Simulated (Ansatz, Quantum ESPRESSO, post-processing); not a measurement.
# Band line-up of the Si/ZnS(110) superlattice, 5 + 5 layers, a = 5.351 Å, part 2 of 2

Aim: valence and conduction offsets of the Si/ZnS(110) superlattice, 5 + 5 layers, a = 5.351 Å from the line-up of mean potentials.

Quantum ESPRESSO 7.5; plane-wave DFT, LDA, GBRV ultrasoft pseudopotentials; cross-check by Ansatz 0.2.0 with PAW datasets.

So far. Step 3 (Self-consistent run of bulk Si): The run needed 7 iterations to bring the estimated error under 1e-07 Ry. Step 11 (SCF with pw.x of the superlattice): The run needed 12 iterations to bring the estimated error under 1e-07 Ry; the largest force on any atom, held or free, is 0.83 eV/Å.

## (14) Projected density of states

projwfc.x splits the states by atom and orbital; the spilling says how much the atomic basis misses.

pdos.in reads:

```
&projwfc
  prefix = 'ab'
  outdir = './out'
  filpdos = 'pdos'
  Emin = 4.625
  Emax = 11.625
  DeltaE = 0.05
  ngauss = 0
  degauss = 0.006
/
```

Run with:

```console
OMP_NUM_THREADS=1 mpirun -n 4 projwfc.x -in pdos.in > pdos.out
```

It took 4.7 s on 4 MPI ranks of Intel Xeon Platinum 8223CL at 3.00GHz (Skylake/Cascade Lake), shared host; peak memory 0.36 GiB; 19 s of CPU time.

Read from the output:

| Property | Result |
| --- | --- |
| spilling of the projection | 0.0033 |

Gaussian width 0.006 Ry; cut where the computed bands begin to run out. The density of states by energy, zero at the Fermi level; read off at these points:

| energy (eV) | density of states (states/eV a cell) |
| --- | --- |
| -3.00 | 13.6 |
| -2.90 | 14.6 |
| -2.85 | 13.4 |
| -2.70 | 10.1 |
| -2.55 | 14.2 |
| -2.40 | 11.9 |
| -2.25 | 6.49 |
| -2.15 | 10.1 |
| -2.10 | 9.05 |
| -1.95 | 9.19 |
| -1.80 | 7.56 |
| -1.65 | 5.58 |
| -1.50 | 4.78 |
| -1.35 | 2.49 |
| -1.20 | 3.02 |
| -1.05 | 6.21 |
| -0.90 | 5.03 |
| -0.75 | 4.3 |
| -0.60 | 1.67 |
| -0.45 | 2.37 |
| -0.30 | 0.21 |
| -0.15 | 9.3e-5 |
| 0.00 | 0 |
| 0.15 | 1.5e-4 |
| 0.30 | 0.196 |
| 0.45 | 1.22 |
| 0.60 | 2.56 |
| 0.75 | 4.63 |
| 0.90 | 6.36 |
| 1.05 | 6.21 |
| 1.20 | 3.86 |
| 1.35 | 4.68 |
| 1.50 | 6.52 |
| 1.65 | 5.37 |
| 1.80 | 12.7 |
| 1.95 | 7.75 |
| 2.10 | 11.1 |
| 2.25 | 10.9 |
| 2.35 | 15.2 |
| 2.40 | 14.8 |
| 2.55 | 9.92 |

Projected DOS an atom over height of the atomic layer and energy from the Fermi level. Columns are the atomic layers from the bottom up.

Values in states/eV, 22 rows by 10 columns, each cell a mean:
```
0.50 0.61 0.62 0.61 0.50 0.42 0.56 0.58 0.56 0.42
0.56 0.52 0.51 0.52 0.56 0.43 0.41 0.43 0.41 0.43
0.54 0.44 0.49 0.44 0.54 0.34 0.22 0.23 0.22 0.34
0.57 0.42 0.49 0.42 0.57 0.31 0.17 0.14 0.17 0.31
0.40 0.36 0.34 0.36 0.40 0.19 0.11 0.08 0.11 0.19
0.29 0.31 0.20 0.31 0.29 0.15 0.07 0.04 0.07 0.15
0.48 0.35 0.41 0.35 0.48 0.26 0.09 0.05 0.09 0.26
0.24 0.22 0.25 0.22 0.24 0.13 0.04 0.03 0.04 0.13
0.06 0.08 0.09 0.08 0.06 0.03 0.01 0.00 0.01 0.03
0.00 0.00 0.00 0.00 0.00 0.00 0.00 0.00 0.00 0.00
0.00 0.00 0.00 0.00 0.00 0.00 0.00 0.00 0.00 0.00
0.08 0.06 0.07 0.06 0.08 0.05 0.03 0.01 0.03 0.05
0.21 0.15 0.15 0.15 0.21 0.12 0.05 0.02 0.05 0.12
0.42 0.28 0.24 0.28 0.42 0.21 0.10 0.04 0.10 0.21
0.43 0.23 0.21 0.23 0.43 0.22 0.11 0.03 0.11 0.22
0.31 0.20 0.28 0.20 0.31 0.11 0.03 0.02 0.03 0.11
0.48 0.36 0.35 0.36 0.48 0.16 0.09 0.07 0.09 0.16
0.63 0.56 0.53 0.56 0.63 0.27 0.23 0.20 0.23 0.28
0.62 0.59 0.68 0.59 0.62 0.25 0.21 0.22 0.21 0.25
0.59 0.66 0.64 0.66 0.59 0.31 0.55 0.47 0.55 0.31
0.47 0.63 0.55 0.63 0.47 0.42 0.74 0.84 0.74 0.42
0.46 0.64 0.74 0.64 0.46 0.45 0.81 0.99 0.81 0.45
```
Columns: height of the atomic layer (Å) from 0 to 17.0; rows upwards: energy from the Fermi level (eV) from -3.00 to 2.55.

Löwdin valence electrons by atom:

| atom | Löwdin valence electrons (e) |
| --- | --- |
| Si1 | 3.7 |
| Si2 | 4.0 |
| Si3 | 3.9 |
| Si4 | 4.0 |
| Si5 | 4.0 |
| Si6 | 4.0 |
| Si7 | 3.9 |
| Si8 | 4.0 |
| Si9 | 3.7 |
| Si10 | 4.0 |
| Zn11 | 20.1 |
| S12 | 6.0 |
| Zn13 | 20.0 |
| S14 | 6.0 |
| Zn15 | 20.0 |
| S16 | 6.0 |
| Zn17 | 20.0 |
| S18 | 6.0 |
| Zn19 | 20.1 |
| S20 | 6.0 |

The atomic orbitals miss 0.3 % of the occupied states; for empty states the projections can miss much more.

## (15) The line-up

Each edge is taken over its own crystal's mean potential and then placed on the mean potential of those layers in the superlattice:

| crystal | valence top − mean (eV) | conduction bottom − mean (eV) | mean in the superlattice (eV) |
| --- | --- | --- | --- |
| Si | 5.168 | 5.564 | 2.161 |
| ZnS | 3.284 | 5.263 | 2.754 |

Valence offset = (3.284 + 2.754) − (5.168 + 2.161) = -1.292 eV; conduction offset = 0.292 eV.

## (16) Cross-check with Ansatz of bulk Si

A second code with its own PAW datasets, on the same atoms.

Level of this step: plane-wave DFT, LDA, Ansatz PAW (Ansatz 0.2.0).

input.yaml reads:

```yaml
crystal:
  lattice:
    - [5.351, 0.0, 0.0]
    - [0.0, 3.7837283861, 0.0]
    - [0.0, 0.0, 3.7837283861]
  atoms:
    - { symbol: Si, position: [0.0, 0.0, 0.0] }
    - { symbol: Si, position: [0.25, 0.5, 0.0] }
    - { symbol: Si, position: [0.5, 0.5, 0.5] }
    - { symbol: Si, position: [0.75, 0.0, 0.5] }
kpoints:
  mp_grid: { grid: [6, 8, 8] }
hamiltonian:
  xc: lda
scf:
  occupations: { method: fermi_dirac, width: 0.02 }
  convergence: { dr2_threshold: 1.0e-08 }
output:
  eigenvalues: true
checkpoint:
  write: az.a.run
  compress: false
  write_wavefunctions: false
```

Run with:

```console
ansatz run input.yaml --threads 4 --pin off --max-ram 8192MiB --backend cpu --events-out ev --progress --plain --runs-dir out
```

Wall time 0.77 s (4 threads); peak memory 0.38 GiB.

Numbers from this step:

- free energy: -2434.5708 eV
- Fermi energy: 6.725 eV
- gap by band count: 0.3930 eV
- symmetry operations: 32

## (17) Cross-check with Ansatz of bulk ZnS

input.yaml, the sections that differ from step 16:

```yaml
crystal:
  lattice:
    - [5.351, 0.0, 0.0]
    - [0.0, 3.7837283861, 0.0]
    - [0.0, 0.0, 3.7837283861]
  atoms:
    - { symbol: Zn, position: [0.0, 0.0, 0.0] }
    - { symbol: S, position: [0.25, 0.5, 0.0] }
    - { symbol: Zn, position: [0.5, 0.5, 0.5] }
    - { symbol: S, position: [0.75, 0.0, 0.5] }
checkpoint:
  write: az.b.run
  compress: false
  write_wavefunctions: false
# kpoints, hamiltonian, scf, output: as in step 16
```

Wall time 2.1 s (4 threads); peak memory 0.39 GiB; 7.3 s of CPU time.

This step gave:

```
free energy         : -8234.8603 eV
Fermi energy        : 6.904 eV
gap by band count   : 1.988 eV
symmetry operations : 16
```

## (18) Offsets by Ansatz's align-bands

Level of this step: band offsets by ansatz align-bands; plane-wave DFT, LDA, Ansatz PAW (Ansatz 0.2.0).

align.yaml reads:

```yaml
offset:
  left:
    bulk: { run: az.a.run }
    window: [1.891864193065, 5.675592579194]
    period: 3.783728386129
  right:
    bulk: { run: az.b.run }
    window: [11.35118515839, 15.13491354452]
    period: 3.783728386129
  interface: { run: relax.run, axis: 3 }
```

Run with:

```console
ansatz align-bands align.yaml -- --threads 4 --pin off
```

Wall time 0.05 s (4 threads).

The program refused the input before any cycle.

The program's message: “Error: offset.left.bulk (az.a.run): the run's report holds no band edges: run a crystal with a gap at scf.occupations.method: fixed (a smearing can hide a gap that it is not narrow beside), with an em …”

## (19) Ground state of bulk ZnS, with K_POINTS = [4, 5, 5]

A sensitivity test on the input.

Level of this step: plane-wave DFT, LDA, GBRV ultrasoft pseudopotentials (Quantum ESPRESSO 7.5).

b.w0.in reads:

```
&control
  prefix = 'b.w0'
  outdir = './out'
  pseudo_dir = './pseudo'
  calculation = 'scf'
  tprnfor = .true.
/
&system
  ibrav = 0
  nat = 4
  ntyp = 2
  ecutwfc = 40
  ecutrho = 200
  occupations = 'smearing'
  smearing = 'fd'
  degauss = 0.002
/
&electrons
  conv_thr = 1e-07
  mixing_beta = 0.5
  electron_maxstep = 120
/
ATOMIC_SPECIES
  Zn  65.3800  zn_lda_v1.uspp.F.UPF
  S   32.0600  s_lda_v1.4.uspp.F.UPF
CELL_PARAMETERS angstrom
  5.35100000000000 0.00000000000000 0.00000000000000
  0.00000000000000 3.78372838612922 0.00000000000000
  0.00000000000000 0.00000000000000 3.78372838612922
ATOMIC_POSITIONS crystal
  Zn  0.000000000000 0.000000000000 0.000000000000
  S   0.250000000000 0.500000000000 0.000000000000
  Zn  0.500000000000 0.500000000000 0.500000000000
  S   0.750000000000 0.000000000000 0.500000000000
K_POINTS automatic
  4 5 5 0 0 0
```

Run with:

```console
OMP_NUM_THREADS=1 mpirun -n 4 pw.x -nk 4 -in b.w0.in > b.w0.out
```

The job ended after 7.6 s (4 MPI ranks; peak memory 0.34 GiB; 30 s of CPU time).

The changed values were drawn from a wide range, not chosen for quality; the comparison shows what they did here together.

Beside the run it was changed from:

| quantity | this run | unchanged run | difference |
| --- | --- | --- | --- |
| free energy (eV) | -13209.77 | -13209.77 | 0.0095 |
| wall time (s) | 7.6 | 17 |  |
| SCF iterations | 9 | 8 |  |

The free energy moves by +2.4 meV an atom.

## (20) Self-consistent run of bulk ZnS, with ENCUT = 400

One more run, with a changed input.

b.bad.in reads:

```
&control
  prefix = 'b.bad'
  outdir = './out'
  pseudo_dir = './pseudo'
  calculation = 'scf'
  tprnfor = .true.
/
&system
  ibrav = 0
  nat = 4
  ntyp = 2
  ecutwfc = 40
  ecutrho = 200
  occupations = 'smearing'
  smearing = 'fd'
  degauss = 0.002
  ENCUT = 400
/
&electrons
  conv_thr = 1e-07
  mixing_beta = 0.5
  electron_maxstep = 75
/
ATOMIC_SPECIES
  Zn  65.3800  zn_lda_v1.uspp.F.UPF
  S   32.0600  s_lda_v1.4.uspp.F.UPF
CELL_PARAMETERS angstrom
  5.35100000000000 0.00000000000000 0.00000000000000
  0.00000000000000 3.78372838612922 0.00000000000000
  0.00000000000000 0.00000000000000 3.78372838612922
ATOMIC_POSITIONS crystal
  Zn  0.000000000000 0.000000000000 0.000000000000
  S   0.250000000000 0.500000000000 0.000000000000
  Zn  0.500000000000 0.500000000000 0.500000000000
  S   0.750000000000 0.000000000000 0.500000000000
K_POINTS automatic
  6 8 8 0 0 0
```

Run with:

```console
OMP_NUM_THREADS=1 mpirun -n 4 pw.x -nk 4 -in b.bad.in > b.bad.out
```

Elapsed: 0.63 s, on 4 MPI ranks; peak memory 0.11 GiB.

The input was rejected at the start.

The program's message: “Error in routine  read_namelists (1): bad line in namelist &system: "  ENCUT = 400" (error could be in the previous line)”

The change that led to it: system.ENCUT = 400.

The message: “read_namelists (1): bad line in namelist &system: " ENCUT = 400" (error could be in the previous line)”. The key belongs to another program and has no place in any namelist here; the line has to go.

## (21) What came out

| Property | Result |
| --- | --- |
| valence top of ZnS less that of Si | -1.29 eV |
| conduction bottom of ZnS less that of Si | 0.29 eV |
| gap of bulk Si along the path | 0.40 eV |
| gap of bulk ZnS along the path | 1.98 eV |

In words: The valence top of ZnS lies 1.29 eV below that of Si, and its conduction bottom 0.29 eV above (LDA, GBRV ultrasoft). At this level the alignment is straddling (type I): one gap lies inside the other. The conduction bottom lies on the line from Γ to X in Si and at Γ in ZnS, so the conduction offset joins unlike valleys. The atoms are held on ideal sites, so the interface is not relaxed. The thickness of the layers was not varied. Both crystals are held cubic at a = 5.351 Å, a typed value between or near their lattice constants, which no run here tested; a real film grown on one of them would be clamped in the plane and relax along the normal. Semilocal gaps are too small and can put the valleys in the wrong order, which spoils the conduction offset more than the valence offset.

Computed beside measured:

```
                                               quantity  measured  LDA, GBRV ultrasoft
valence-band offset (size of the offset at Si/ZnS) (eV)      1.52      1.29 (-0.23 eV)
```

Measured values from arxiv:2401.02021 (2024).

**Verdict.** The valence-band offset is off by -0.23 eV: good agreement. The grades are ours: good and fair within 20 and 40 % for the valence-band offset. For valence-band offset the calculation has a static lattice, without zero-point motion or thermal motion.

[Logs are printed without paths, hosts, clocks, repeated set-up lines and the standing remarks that a program may print on its own settings, such as how far it seeks lower states.]

[Hosts, paths, dates, database ids (printed as entryN), source tags and the programs' standing remarks are cut or masked in the printed files.]

[Maps of the electrostatic potential energy from Ansatz leave out the sawtooth potential of an applied field or a dipole correction, so their vacuum need not be flat; planar profiles and work functions include it.]
